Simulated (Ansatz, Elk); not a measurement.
**How far do independent atoms describe ScOs3?**

The structure of ScOs3 used here is made up (a known structure type with other elements) and was relaxed beforehand with PBE. The aim is the Fourier transform of its all-electron density, F(hkl), set beside the sum over free spherical atoms that refinements use.

Calculated with Elk 11.2.3 (patched build); DFT, PBE, all-electron APW+lo, Dirac cores, scalar-relativistic bands, static density, no spin.

The structure was built from a prototype and need not be the compound's stable phase.

## Step 1: The structure

It takes space group I4/mmm (No. 139, tetragonal). Conventional cell: a = 3.924 Å, b = 3.924 Å, c = 8.010 Å, α = 90.00°, β = 90.00°, γ = 90.00°. Nearest to Os lie 4 Sc at 2.77 Å and 8 Os at 2.80 Å. Os has 8 Os at 2.77 to 2.80 Å and 4 Sc at 2.80 Å nearest. Nearest to Sc lie 12 Os at 2.77 to 2.80 Å. Farther neighbours are not listed.

## Step 2: Ground state and structure factors

An all-electron density is needed, since X-rays see the cores too. Task 0 finds the density and task 195 Fourier-transforms it; tshift is off so that phases refer to the origin typed.

elk.in reads:

```
tasks
  0
  195

xctype
  20

spinpol
  .false.

rgkmax
  7.0

gmaxvr
  14.0

lmaxo
  7

lmaxapw
  8

swidth
  0.002

tshift
  .false.

ramdisk
  .false.

hmaxvr
  5.5

maxscl
  120

epspot
  1e-06

sppath
  './'

avec
  -3.70757366454 3.70757366454 7.56880773727
  3.70757366454 -3.70757366454 7.56880773727
  3.70757366454 3.70757366454 -7.56880773727

atoms
  2
  'Os.in'
  3
  0.5000000000 0.5000000000 0.0000000000   0.000000 0.000000 0.000000
  0.2500000000 0.7500000000 0.5000000000   0.000000 0.000000 0.000000
  0.7500000000 0.2500000000 0.5000000000   0.000000 0.000000 0.000000
  'Sc.in'
  1
  -0.0000000000 -0.0000000000 0.0000000000   0.000000 0.000000 0.000000

ngridk
  8 8 8
```

Launch:

```sh
$ OMP_NUM_THREADS=4 elk
```

Numbers of over 12 decimals in the logs are rounded to 6 here.

What it wrote:

```text
┌─────────────────────────┐
│ Elk code version 11.2.3 │
└─────────────────────────┘

All units are atomic (Hartree, Bohr, etc.)

┌─────────────────────────────────────────────────┐
│ Ground-state run starting from atomic densities │
└─────────────────────────────────────────────────┘

Lattice vectors :
  -3.707573665       3.707573665       7.568807737
   3.707573665      -3.707573665       7.568807737
   3.707573665       3.707573665      -7.568807737

Reciprocal lattice vectors :
  0.1231826312E-16  0.8473446350      0.4150710076
  0.8473446350      0.1231826312E-16  0.4150710076
  0.8473446350      0.8473446350      0.1090151187E-16

Unit cell volume      :    416.1664272
Brillouin zone volume :   0.5960360982

Muffin-tin inner radius fraction :   0.1000000000E-01

Nuclei treated as point charges

Species : 1 (Os)
 parameters loaded from : Os.in
 name : osmium
 nuclear charge    :   -76.00000000
 electronic charge :    76.00000000
 atomic mass :    346768.0767
 muffin-tin radius :    2.596650480
 number of radial points in muffin-tin :   1393
 inner part over the whole radius :   0.9962900634E-02
 number on inner part of muffin-tin    :    998
 approximate nuclear radius :   0.1019601503E-03
 number of mesh points to nuclear radius :    524
 atomic positions (lattice), magnetic fields (Cartesian) :
  1 :   0.50000000  0.50000000  0.00000000    0.00000000  0.00000000  0.00000000
  2 :   0.25000000 -0.25000000  0.50000000    0.00000000  0.00000000  0.00000000
  3 :  -0.25000000  0.25000000  0.50000000    0.00000000  0.00000000  0.00000000

Species : 2 (Sc)
 parameters loaded from : Sc.in
 name : scandium
 nuclear charge    :   -21.00000000
 electronic charge :    21.00000000
 atomic mass :    81949.61073
 muffin-tin radius :    2.400000000
 number of radial points in muffin-tin :    993
 inner part over the whole radius :   0.9898716403E-02
 number on inner part of muffin-tin    :    698
 approximate nuclear radius :   0.6711386133E-04
 number of mesh points to nuclear radius :    323
 atomic positions (lattice), magnetic fields (Cartesian) :
  1 :   0.00000000  0.00000000  0.00000000    0.00000000  0.00000000  0.00000000

Total number of atoms per unit cell :    4
Total muffin-tin volume :    277.9198532
 ratio of muffin-tin to unit cell volume :   0.6678094027

Spin treatment :
 spin-unpolarised

Number of Bravais lattice symmetries :   16
Number of crystal symmetries         :   16
Crystal has inversion symmetry
Real symmetric eigensolver will be used

k-point grid :      8     8     8
k-point offset :    0.000000000       0.000000000       0.000000000
k-point set is reduced with full crystal symmetry group
Total number of k-points :       59

Muffin-tin radius times maximum |G+k| :    7.000000000
 using average radius
Maximum |G+k| for APW functions       :    2.747805047
Maximum (1/2)|G+k|²                   :    3.775216289
Maximum |G| for potential and density :    14.00000000
Constant for pseudocharge density :    9
 order of it for each species :   16  16
 order of it for pair densities of each species (exact exchange by exxq0 0: 17) :   10   8
Radial integration step length :    1

G-vector grid sizes :     42    42    42
Number of G-vectors :    19261

Maximum angular momentum used for
 APW functions            :    8
 outer part of muffin-tin :    7
 inner part of muffin-tin :    2

Total nuclear charge    :   -249.0000000
Total core charge       :    148.0000000
Total valence charge    :    101.0000000
Total excess charge     :    0.000000000
Total electronic charge :    249.0000000

Effective Wigner radius, rₛ :   0.7361952797

Number of empty states         :     16
Total number of valence states :     67
Total number of core states    :    148

Third-order local-orbitals added for an l without core states : T
Total number of local-orbitals :    135

Exchange-correlation functional :     20     0     0
 Perdew-Burke-Ernzerhof, Phys. Rev. Lett. 77, 3865 (1996)
 gradient requirement :    1
[...]
xc potential                :     -1372.2098245042
 exchange                    :     -1046.7386101275
 correlation                 :     -14.891037933486
 electron entropic           :    -0.15995931759298E-02
 total energy                :     -52611.829699295

Density of states at Fermi energy :    119.1383743
 (states/Hartree/unit cell)

Estimated indirect band gap :   0.4701617773E-03
 from k-point 10 to k-point 8
Estimated direct band gap   :   0.7170417869E-02
 at k-point 9

Charges :
 core                        :    148.0000000
 valence                     :    101.0000000
 interstitial                :    5.948993735
 muffin-tins (core leakage)
  species : 1 (Os)
   atom 1                    :    74.43118925     ( -0.1916784313E-06)
   atom 2                    :    74.44918207     ( -0.1917069383E-06)
[...]
species : 2 (Sc)
[...]
total in muffin-tins        :    243.0510063
 total calculated charge     :    248.9998048
 total charge                :    249.0000000
 error                       :   0.1951660714E-03

RMS change in Kohn-Sham potential (target) :   0.2485181848     (  0.1000000000E-05)
Absolute change in total energy (target)   :   0.7334826730     (  0.1000000000E-03)

[... loops 3 to 15 left out ...]

┌──────────────────┐
│ Loop number : 16 │
└──────────────────┘

Energies :
 Fermi                       :     0.423447
 sum of occupied eigenvalues :     -32228.937160540
 electron kinetic            :      59626.995076862
 core electron kinetic       :      57322.753598277
 Coulomb                     :     -111174.47213779
 Coulomb potential           :     -90465.954278927
 nuclear-nuclear             :     -5107.1560236806
 electron-nuclear            :     -121797.57381261
 Hartree                     :      15730.257698497
 Madelung                    :     -65941.494998326
 xc potential                :     -1389.9779584747
 exchange                    :     -1047.7393278853
 correlation                 :     -14.887335886872
 electron entropic           :    -0.19481580809677E-02
 total energy                :     -52610.105672858

Density of states at Fermi energy :    149.6440487
 (states/Hartree/unit cell)

Estimated indirect band gap :   0.1837744579E-03
 from k-point 20 to k-point 27
Estimated direct band gap   :   0.3573864442E-02
 at k-point 41

Charges :
 core                        :    148.0000000
 valence                     :    101.0000000
 interstitial                :    5.421807237
 muffin-tins (core leakage)
  species : 1 (Os)
[...]
species : 2 (Sc)
[...]
total in muffin-tins        :    243.5781928
 total calculated charge     :    248.9995224
 total charge                :    249.0000000
 error                       :   0.4776416437E-03

RMS change in Kohn-Sham potential (target) :   0.9510819360E-07 (  0.1000000000E-05)
Absolute change in total energy (target)   :   0.6192065484E-05 (  0.1000000000E-03)

Convergence targets achieved

┌──────────────────┐
│ Loop number : 17 │
└──────────────────┘

Energies :
 Fermi                       :     0.423447
 sum of occupied eigenvalues :     -32228.937162796
 electron kinetic            :      59626.995081476
 core electron kinetic       :      57322.753603442
 Coulomb                     :     -111174.47213851
 Coulomb potential           :     -90465.954283552
 nuclear-nuclear             :     -5107.1560236806
 electron-nuclear            :     -121797.57381098
 Hartree                     :      15730.257696147
 Madelung                    :     -65941.494996737
 xc potential                :     -1389.9779607198
 exchange                    :     -1047.7393278176
 correlation                 :     -14.887335865401
 electron entropic           :    -0.19481580611837E-02
 total energy                :     -52610.105668878

Density of states at Fermi energy :    149.6440368
 (states/Hartree/unit cell)

Estimated indirect band gap :   0.1837746498E-03
 from k-point 20 to k-point 27
Estimated direct band gap   :   0.3573857843E-02
 at k-point 41

Charges :
 core                        :    148.0000000
 valence                     :    101.0000000
 interstitial                :    5.421806775
 muffin-tins (core leakage)
  species : 1 (Os)
[...]
atom 2                    :    74.71542032     ( -0.1985306426E-06)
   atom 3                    :    74.71542032     ( -0.1985306426E-06)
  species : 2 (Sc)
   atom 1                    :    19.44874836     ( -0.2162420980E-06)
 total in muffin-tins        :    243.5781932
 total calculated charge     :    248.9995224
 total charge                :    249.0000000
 error                       :   0.4776418790E-03

┌──────────────────────────────┐
│ Self-consistent loop stopped │
└──────────────────────────────┘

Wrote STATE.OUT
```

Elapsed: 56 s, on 4 threads of Intel Xeon Platinum 8488C (Sapphire Rapids), shared host; peak memory 0.27 GiB; 3.3 min of CPU time.

SFACRHO.OUT:

```text

h k l indices transformed by vhmat matrix:
   1.000000000       0.000000000       0.000000000    
   0.000000000       1.000000000       0.000000000    
   0.000000000       0.000000000       1.000000000    

      h      k      l  multipl.   |H|            Re(F)            Im(F)           |F|

      0      0      0      1   0.0000000       249.00000      0.19296410E-16   249.00000    
      1      1     -1      2  0.83014202      -52.419145     -0.33320935E-13   52.419145    
     -1      0      1      8  0.94354484      -51.761996     -0.11511246E-13   51.761996    
      0      0     -1      4   1.1983263      -50.072757     -0.21125595E-13   50.072757    
      0     -2      1      8   1.4577797       202.39007     -0.11758741E-13   202.39007    
      1      2     -2      8   1.5061701      -47.843200      0.13857355E-12   47.843200    
     -2     -2      2      2   1.6602840       194.82470      0.21283985E-15   194.82470    
     -1      1     -1      4   1.6946893       193.40308      0.12241322E-13   193.40308    
      0      2     -2      8   1.8870897      -45.241943     -0.42721642E-13   45.241943    
      0     -1     -1     16   1.9396517      -44.757560     -0.11596924E-13   44.757560    
      3      1     -2      8   2.0475666      -44.044525     -0.80310927E-13   44.044525    
     -2     -3      2      8   2.2416716      -42.983424     -0.34657683E-13   42.983424    
     -2     -1      0     16   2.2672715      -42.748919     -0.11550508E-12   42.748919    
     -1     -3      3      8   2.3724491       170.79897     -0.13073335E-13   170.79897    
      0      0      2      4   2.3966525       170.15509     -0.17246198E-13   170.15509    
     -3     -3      3      2   2.4904260      -41.167997      0.44790960E-12   41.167997    
      3     -1     -1      8   2.5363516      -41.061642     -0.94327360E-13   41.061642    
      2     -1      1      8   2.5756980      -40.833747      0.57664335E-14   40.833747
```

Elk indexes on the primitive cell of elk.in and gives |H| = 4π sin θ/λ in inverse bohr. Below, one row stands for each form hkl of the conventional cell (m members, Friedel mates merged), F is for one primitive cell and the density is static (no thermal factor). Free-atom factors are Waasmaier and Kirfel's, and R is Σm||F|−|F'||/Σm|F|.

```
hkl   m  sin θ/λ (Å⁻¹)  abs F, DFT  neutral atoms   diff.
002   2          0.125      52.419         52.562  -0.143
101   8          0.142      51.762         51.816  -0.053
110   4          0.180      50.073         50.026  +0.047
112   8          0.219     202.390        202.962  -0.572
103   8          0.227      47.843         47.877  -0.034
004   2          0.250     194.825        195.462  -0.637
200   4          0.255     193.403        194.212  -0.809
202   8          0.284      45.242         45.333  -0.091
211  16          0.292      44.758         44.989  -0.232
114   8          0.308      44.044         44.285  -0.241
105   8          0.337      42.983         43.029  -0.046
213  16          0.341      42.749         42.864  -0.116
204   8          0.357     170.799        170.965  -0.166
220   4          0.360     170.155        170.187  -0.032
006   2          0.374      41.168         41.438  -0.270
222   8          0.381      41.062         41.147  -0.086
301   8          0.387      40.834         40.899  -0.065
310   8          0.403      40.253         40.247  +0.006
116   8          0.416     159.006        158.933  +0.073
312  16          0.422     157.786        157.728  +0.058
215  16          0.423      39.419         39.435  -0.017
303   8          0.426      39.223         39.309  -0.087
```

## Step 3: The highest occupied states alone

An energy window below the Fermi level keeps the highest occupied states, to see at which angles they scatter; shallow core shells can lie inside it and anion s states outside. No new self-consistency is needed.

Edit elk.in of step 2 so:

```diff
@@ -1,3 +1,2 @@
 tasks
-  0
   195
@@ -40,2 +39,5 @@
 
+wsfac
+  -0.017550 0.723450
+
 sppath
```

Launch:

```sh
$ OMP_NUM_THREADS=4 elk
```

What it wrote:

```text
┌─────────────────────────────────┐
│ Elk code version 11.2.3 started │
└─────────────────────────────────┘

Info(readinput): the functional depends on the density's gradient
 muffin-tin radial points multiplied by    2.00000
 (not where nrmtscf is given)

┌────────────────────┐
│ Current task : 195 │
└────────────────────┘
Info(checkmt): changed muffin-tin radius of species 1 (Os) from   2.8000 to   2.5967

Info(sfacrho): density structure factors written to SFACRHO.OUT

 Energy window :  -0.1755000000E-01  0.7234500000

┌──────────────────┐
│ Elk code stopped │
└──────────────────┘
```

It took 5.6 s on 4 threads; peak memory 0.16 GiB.

States within 12 eV below the Fermi level hold 27.00 electrons; any levels below the window count with the cores. Their amplitudes can exceed the total, where window and core parts have opposite phase:

```
hkl  sin θ/λ (Å⁻¹)  abs F, window  abs F, all
002          0.125          3.411      52.419
101          0.142          3.051      51.762
110          0.180          2.168      50.073
112          0.219          4.744     202.390
103          0.227          1.145      47.843
004          0.250          3.059     194.825
200          0.255          2.653     193.403
202          0.284          0.361      45.242
211          0.292          0.143      44.758
114          0.308          0.006      44.044
```

## Step 4: Another try

In this try the input is made faulty on purpose, to show what that does.

The input is changed as shown.

Edit elk.in of step 3 so:

```diff
@@ -1,2 +1,3 @@
 tasks
+  0
   195
@@ -34,3 +35,3 @@
 maxscl
-  120
+  40
 
@@ -39,7 +40,7 @@
 
-wsfac
-  -0.017550 0.723450
-
 sppath
   './'
+
+scale
+  0.52917721
```

Launch:

```sh
$ OMP_NUM_THREADS=4 elk
```

What it wrote:

```text
┌─────────────────────────┐
│ Elk code version 11.2.3 │
└─────────────────────────┘

All units are atomic (Hartree, Bohr, etc.)

┌─────────────────────────────────────────────────┐
│ Ground-state run starting from atomic densities │
└─────────────────────────────────────────────────┘

Lattice vectors :
  -1.961963488       1.961963488       4.005240561
   1.961963488      -1.961963488       4.005240561
   1.961963488       1.961963488      -4.005240561

Reciprocal lattice vectors :
 -0.1446915771E-16   1.601249296      0.7843705279
[...]
│ Self-consistent loop stopped │
└──────────────────────────────┘

Warning : levels lie under every linearisation energy and are empty :   -5.743208962      -5.354000000

Warning : the lowest level lies among the core levels :   -5.743208962      -3.189111669

Warning : core states of species 1 leak from the muffin-tin :   0.9810609322E-01

Warning : the occupied levels lie far from the species files' linearisation energy :    4.210518695

Warning : deep shells out of the core aren't found, electrons there and wanted :   66.1133       68.0000

Warning : more electrons lie deep than the shells out of the core hold :   36.9492       24.0000

Wrote STATE.OUT
[key lines of the parts left out:]
total energy                :     -52836.852809337
```

The job ended after 2 min (4 threads; peak memory 0.24 GiB).

No converged result was reached; the numbers in the log don't describe the system.

The fault put into the input: lattice vectors in angstrom read as bohr.

[end of part 1 of 2]

[Logs are printed without paths, hosts, clocks, repeated set-up lines and the standing remarks that a program may print on its own settings, such as how far it seeks lower states.]

[Hosts, paths, dates, database ids (printed as entryN), source tags and the programs' standing remarks are cut or masked in the printed files.]
